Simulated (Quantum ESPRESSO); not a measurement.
**KF (Carobbiite): from the cell to the phonon bands**

Wanted: phonon bands, density of states and zone-centre response of KF (Carobbiite).

Main program and level: Quantum ESPRESSO 7.5; DFT LDA, scalar-relativistic, plane waves, PseudoDojo norm-conserving pseudopotentials.

**1. Set-up**

The structure is cubic, space group Fm-3m (No. 225). The conventional cell has a = 5.344 Å, b = 5.344 Å, c = 5.344 Å, α = 90.00°, β = 90.00°, γ = 90.00°. Nearest to K lie 6 F at 2.67 Å. Nearest to F lie 6 K at 2.67 Å. Farther neighbours and most contacts between anions are not listed.

**2. A probe with smearing**

A cheap run with smearing and empty bands tells whether the crystal has a gap, which decides between fixed occupations and smearing later on.

The input, probe.in:

```
&control
   calculation = 'scf'
   prefix = 'x'
   outdir = './tmp'
   pseudo_dir = './pseudo'
   tprnfor = .true.
   tstress = .true.
   verbosity = 'high'
/
&system
   ibrav = 2
   celldm(1) = 10.09812949
   nat = 2
   ntyp = 2
   ecutwfc = 84.0
   occupations = 'smearing'
   smearing = 'gaussian'
   degauss = 0.01
/
&electrons
   conv_thr = 1.0d-07
   mixing_beta = 0.7
   electron_maxstep = 100
/
ATOMIC_SPECIES
 K      39.0983  K.upf
 F      18.9984  F.upf
ATOMIC_POSITIONS crystal
 K      0.000000000   0.000000000   0.000000000
 F      0.500000000   0.500000000   0.500000000
K_POINTS automatic
 6 6 6 0 0 0
```

The run is started by

```sh
OMP_NUM_THREADS=1 mpirun -n 4 pw.x -nk 4 -in probe.in > probe.out
```

The program printed:

```text
[banners, grids, parts of the stress and lines that vanish by symmetry left out]
Program PWSCF v.7.5
     bravais-lattice index     =            2
     lattice parameter (alat)  =      10.0981  a.u.
[...]
kinetic-energy cutoff     =      84.0000  Ry
     charge density cutoff     =     336.0000  Ry
     scf convergence threshold =      1.0E-07
[...]
Exchange-correlation= SLA  PW   NOGX NOGC
                           (   1   4   0   0   0   0   0)
[...]
48 Sym. Ops., with inversion, found
[...]
(     0          1          0      )
                  (     0          0          1      )
[...]
(  0.0000000  1.0000000  0.0000000 )
                  (  0.0000000  0.0000000  1.0000000 )
[...]
(     1          0         -1      )
                  (     0          0         -1      )
[...]
(  0.0000000 -1.0000000  0.0000000 )
[...]
(     0          1         -1      )
                  (     0          1          0      )
[...]
( -1.0000000  0.0000000  0.0000000 )
                  (  0.0000000  1.0000000  0.0000000 )
[...]
number of k points=    16  Gaussian smearing, width (Ry)=  0.0100
[...]
End of self-consistent calculation
[...]
the Fermi energy is     5.4869 ev
!    total energy              =    -109.22948923 Ry
[...]
convergence has been achieved in   7 iterations
[...]
atom    1 type  1   force =     0.00000000    0.00000000    0.00000000
     atom    2 type  2   force =    -0.00000000   -0.00000000   -0.00000000
[...]
Total force =     0.000000     Total SCF correction =     0.000000
[...]
total   stress  (Ry/bohr**3)                   (kbar)     P=      -35.88
[...]
XML data file, charge density, pseudopotentials, collected wavefunctions

   JOB DONE.
```

Wall time 3.2 s (4 MPI ranks of Arm Neoverse V2, shared host).

Numbers from this step:

```
volume per atom   : 19.07 Å³
pressure          : -3.588 GPa
gap on the k-mesh : 5.820 eV
```

A gap of 5.8 eV opens on this mesh, so the crystal is taken as an insulator; the start stands at -3.6 GPa.

**3. Relaxing the cell and atoms**

The relaxation runs at a cutoff a fifth above that of the response, since stress converges more slowly with the basis than frequencies do. Forces and stress are brought to rest with tight thresholds.

The input, relax.in:

```
&control
   calculation = 'vc-relax'
   prefix = 'x'
   outdir = './tmp'
   pseudo_dir = './pseudo'
   tprnfor = .true.
   tstress = .true.
   forc_conv_thr = 2.0d-05
   etot_conv_thr = 1.0d-07
   nstep = 40
/
&system
   ibrav = 2
   celldm(1) = 10.09812949
   nat = 2
   ntyp = 2
   ecutwfc = 101
   occupations = 'fixed'
   nbnd = 10
/
&electrons
   conv_thr = 1.0d-11
   mixing_beta = 0.7
   electron_maxstep = 100
/
&ions
/
&cell
   press_conv_thr = 0.2
/
ATOMIC_SPECIES
 K      39.0983  K.upf
 F      18.9984  F.upf
ATOMIC_POSITIONS crystal
 K      0.000000000   0.000000000   0.000000000
 F      0.500000000   0.500000000   0.500000000
K_POINTS automatic
 6 6 6 0 0 0
```

The run is started by

```sh
OMP_NUM_THREADS=1 mpirun -n 4 pw.x -nk 4 -in relax.in > relax.out
```

The program printed:

```text
[banners, grids, parts of the stress and lines that vanish by symmetry left out]
[banner, memory and clock lines left out]
Program PWSCF v.7.5

[...]
kinetic-energy cutoff     =     101.0000  Ry
     charge density cutoff     =     404.0000  Ry
     scf convergence threshold =      1.0E-11
[...]
energy convergence thresh.=      1.0E-07
     force convergence thresh. =      2.0E-05
     press convergence thresh. =      2.0E-01
     Exchange-correlation= SLA  PW   NOGX NOGC
                           (   1   4   0   0   0   0   0)
[...]
48 Sym. Ops., with inversion, found
[...]
number of k points=    16
[...]
End of self-consistent calculation
[...]
highest occupied, lowest unoccupied level (ev):     1.0872    6.9077
!    total energy              =    -109.22951605 Ry
[...]
convergence has been achieved in  11 iterations
[...]
atom    1 type  1   force =     0.00000000    0.00000000   -0.00000000
     atom    2 type  2   force =     0.00000000    0.00000000    0.00000000
     Total force =     0.000000     Total SCF correction =     0.000000
[...]
total   stress  (Ry/bohr**3)                   (kbar)     P=      -35.73
[...]
number of bfgs steps    =   0
[...]
CELL_PARAMETERS (alat= 10.09812949)
[...]
ATOMIC_POSITIONS (crystal)
K               -0.0000000000        0.0000000000        0.0000000000
F                0.5000000000        0.5000000000        0.5000000000
[...]
New effective cutoffs (rho, wfc):  408.74  102.20
[...]
End of self-consistent calculation
[...]
highest occupied, lowest unoccupied level (ev):     1.2162    7.1303
!    total energy              =    -109.23057370 Ry
[...]
convergence has been achieved in   7 iterations
[...]
atom    1 type  1   force =    -0.00000000   -0.00000000    0.00000000
     atom    2 type  2   force =     0.00000000    0.00000000   -0.00000000
     Total force =     0.000000     Total SCF correction =     0.000000
[...]
total   stress  (Ry/bohr**3)                   (kbar)     P=      -30.95
[...]
number of bfgs steps    =   1
[...]
WARNING: bfgs curvature condition failed, Theta= 0.935
[...]
CELL_PARAMETERS (alat= 10.09812949)
[...]
ATOMIC_POSITIONS (crystal)
K               -0.0000000000        0.0000000000        0.0000000000
F                0.5000000000        0.5000000000        0.5000000000
[...]
New effective cutoffs (rho, wfc):  416.34  104.10
[...]
End of self-consistent calculation
[...]
highest occupied, lowest unoccupied level (ev):     1.4174    7.4773
!    total energy              =    -109.23183526 Ry
[...]
convergence has been achieved in   8 iterations
[...]
atom    1 type  1   force =     0.00000000    0.00000000   -0.00000000
     atom    2 type  2   force =     0.00000000    0.00000000   -0.00000000
     Total force =     0.000000     Total SCF correction =     0.000000
[...]
total   stress  (Ry/bohr**3)                   (kbar)     P=      -22.72
[...]
number of bfgs steps    =   2
[...]
CELL_PARAMETERS (alat= 10.09812949)
[...]
ATOMIC_POSITIONS (crystal)
[...]
New effective cutoffs (rho, wfc):  428.13  107.04
[...]
End of self-consistent calculation
[...]
Total force =     0.000000     Total SCF correction =     0.000000
[...]
total   stress  (Ry/bohr**3)                   (kbar)     P=       -7.63
[...]
number of bfgs steps    =   3
[...]
CELL_PARAMETERS (alat= 10.09812949)
[...]
ATOMIC_POSITIONS (crystal)
[...]
New effective cutoffs (rho, wfc):  434.04  108.52
[...]
End of self-consistent calculation
[...]
highest occupied, lowest unoccupied level (ev):     1.9018    8.3114
!    total energy              =    -109.23300926 Ry
[...]
convergence has been achieved in   9 iterations
[...]
atom    1 type  1   force =     0.00000000   -0.00000000    0.00000000
     atom    2 type  2   force =    -0.00000000   -0.00000000   -0.00000000
     Total force =     0.000000     Total SCF correction =     0.000000
[...]
total   stress  (Ry/bohr**3)                   (kbar)     P=        1.05
[...]
number of bfgs steps    =   4
[...]
CELL_PARAMETERS (alat= 10.09812949)
[...]
ATOMIC_POSITIONS (crystal)
[...]
New effective cutoffs (rho, wfc):  433.33  108.34
[...]
End of self-consistent calculation
[...]
highest occupied, lowest unoccupied level (ev):     1.8820    8.2773
!    total energy              =    -109.23301120 Ry
[...]
convergence has been achieved in   8 iterations
[...]
atom    1 type  1   force =     0.00000000    0.00000000    0.00000000
     atom    2 type  2   force =     0.00000000    0.00000000    0.00000000
     Total force =     0.000000     Total SCF correction =     0.000000
[...]
total   stress  (Ry/bohr**3)                   (kbar)     P=       -0.04
[...]
number of bfgs steps    =   5
[...]
small trust_radius: resetting bfgs history
[...]
CELL_PARAMETERS (alat= 10.09812949)
[...]
ATOMIC_POSITIONS (crystal)
[...]
New effective cutoffs (rho, wfc):  433.34  108.35
[...]
End of self-consistent calculation
[...]
highest occupied, lowest unoccupied level (ev):     1.8821    8.2776
!    total energy              =    -109.23301120 Ry
[...]
convergence has been achieved in   3 iterations
[...]
atom    1 type  1   force =    -0.00000000   -0.00000000    0.00000000
     atom    2 type  2   force =     0.00000000    0.00000000   -0.00000000
     Total force =     0.000000     Total SCF correction =     0.000000
[...]
total   stress  (Ry/bohr**3)                   (kbar)     P=       -0.03
[...]
bfgs converged in   7 scf cycles and   6 bfgs steps
[...]
End of BFGS Geometry Optimization
     Final enthalpy           =    -109.2330112035 Ry
     File ./tmp/x.bfgs deleted, as requested
[...]
CELL_PARAMETERS (alat= 10.09812949)
[...]
ATOMIC_POSITIONS (crystal)
K               -0.0000000000        0.0000000000        0.0000000000
F                0.5000000000        0.5000000000        0.5000000000
[...]
Final scf calculation at the relaxed structure.
[...]
kinetic-energy cutoff     =     101.0000  Ry
     charge density cutoff     =     404.0000  Ry
     scf convergence threshold =      1.0E-13
[...]
press convergence thresh. =      2.0E-01
     Exchange-correlation= SLA  PW   NOGX NOGC
                           (   1   4   0   0   0   0   0)
[...]
48 Sym. Ops., with inversion, found
[...]
number of k points=    16
[...]
End of self-consistent calculation
[...]
highest occupied, lowest unoccupied level (ev):     1.8821    8.2776
!    total energy              =    -109.23300590 Ry
[...]
convergence has been achieved in  12 iterations
[...]
atom    1 type  1   force =    -0.00000000   -0.00000000    0.00000000
     atom    2 type  2   force =     0.00000000    0.00000000   -0.00000000
     Total force =     0.000000     Total SCF correction =     0.000000
[...]
total   stress  (Ry/bohr**3)                   (kbar)     P=       -0.08
[...]
XML data file, charge density, pseudopotentials, collected wavefunctions
```

It took 23 s on 4 MPI ranks.

Step by step:

```
step  energy less that of the first step (eV)  largest force (eV/Å)  pressure (GPa)  volume (Å³)
   1                                   0.0000                0.0000           -3.57        38.15
   2                                  -0.0144                0.0000           -3.09        37.46
   3                                  -0.0316                0.0000           -2.27        36.44
   4                                  -0.0460                0.0000           -0.76        34.94
   5                                  -0.0475                0.0000            0.11        34.23
   6                                  -0.0476                0.0000            0.00        34.31
   7                                  -0.0476                0.0000            0.00        34.31
   8                                  -0.0475                0.0000           -0.01        34.31
```

```
conventional cell, symmetrised  before  after   change
                         a (Å)   5.344  5.158   -3.5 %
                         b (Å)   5.344  5.158   -3.5 %
                         c (Å)   5.344  5.158   -3.5 %
              volume (Å³/atom)   19.07  17.16  -10.0 %
```

Final coordinates:

```cif
data_structure
_symmetry_space_group_name_H-M 'P 1'
_symmetry_Int_Tables_number 1
_cell_length_a 3.6475
_cell_length_b 3.6475
_cell_length_c 3.6475
_cell_angle_alpha 60.000
_cell_angle_beta 60.000
_cell_angle_gamma 60.000
_cell_volume 34.31
loop_
_atom_site_label
_atom_site_type_symbol
_atom_site_fract_x
_atom_site_fract_y
_atom_site_fract_z
_atom_site_occupancy
K1 K 0.00000 0.00000 0.00000 1
F2 F 0.50000 0.50000 0.50000 1
```

The last row of the table of steps is pw.x's closing run on a basis chosen anew for the final cell, so its energy can jump.

Numbers from this step:

```
volume per atom   : 17.16 Å³
pressure          : -0.008 GPa
gap on the k-mesh : 6.395 eV
```

The volume changes by -10.0 % from the cell with which this run began.

**4. Self-consistent run for the response**

Perturbation theory inherits every error of the wavefunctions, so the threshold is set near the limit of the arithmetic. With a gap, occupations are fixed, which also allows the response to an electric field.

The input, scf.in:

```
&control
   calculation = 'scf'
   prefix = 'x'
   outdir = './tmp'
   pseudo_dir = './pseudo'
   tprnfor = .true.
   tstress = .true.
/
&system
   ibrav = 2
   celldm(1) = 9.74785486
   nat = 2
   ntyp = 2
   ecutwfc = 84.0
   occupations = 'fixed'
   nbnd = 10
/
&electrons
   conv_thr = 1.0d-12
   mixing_beta = 0.7
   electron_maxstep = 100
/
ATOMIC_SPECIES
 K      39.0983  K.upf
 F      18.9984  F.upf
ATOMIC_POSITIONS crystal
 K      0.000000000   0.000000000   0.000000000
 F      0.500000000   0.500000000   0.500000000
K_POINTS automatic
 8 8 8 0 0 0
```

The run is started by

```sh
OMP_NUM_THREADS=1 mpirun -n 4 pw.x -nk 4 -in scf.in > scf.out
```

The program printed:

```text
[banners, grids, parts of the stress and lines that vanish by symmetry left out]
[banner, memory and clock lines left out]
Program PWSCF v.7.5

[...]
kinetic-energy cutoff     =      84.0000  Ry
     charge density cutoff     =     336.0000  Ry
     scf convergence threshold =      1.0E-12
[...]
Exchange-correlation= SLA  PW   NOGX NOGC
                           (   1   4   0   0   0   0   0)
[...]
48 Sym. Ops., with inversion, found
[...]
number of k points=    29
[...]
End of self-consistent calculation
[...]
highest occupied, lowest unoccupied level (ev):     1.8821    8.2776
!    total energy              =    -109.23297925 Ry
[...]
convergence has been achieved in  11 iterations
[...]
atom    1 type  1   force =     0.00000000    0.00000000   -0.00000000
     atom    2 type  2   force =     0.00000000    0.00000000    0.00000000
     Total force =     0.000000     Total SCF correction =     0.000000
[...]
total   stress  (Ry/bohr**3)                   (kbar)     P=       -0.11
[...]
XML data file, charge density, pseudopotentials, collected wavefunctions
```

The job ended after 6.4 s (4 MPI ranks).

This step gave:

- pressure: -0.01100 GPa

The cell stands at -0.011 GPa, close enough for phonons.

(Part 1 of 3 ends here.)

[Host names and launcher messages were left out of these logs when they were recorded.]

[Logs are printed without paths, hosts, clocks, repeated set-up lines and the standing remarks that a program may print on its own settings, such as how far it seeks lower states.]

[Hosts, paths, dates, database ids (printed as entryN), source tags and the programs' standing remarks are cut or masked in the printed files.]
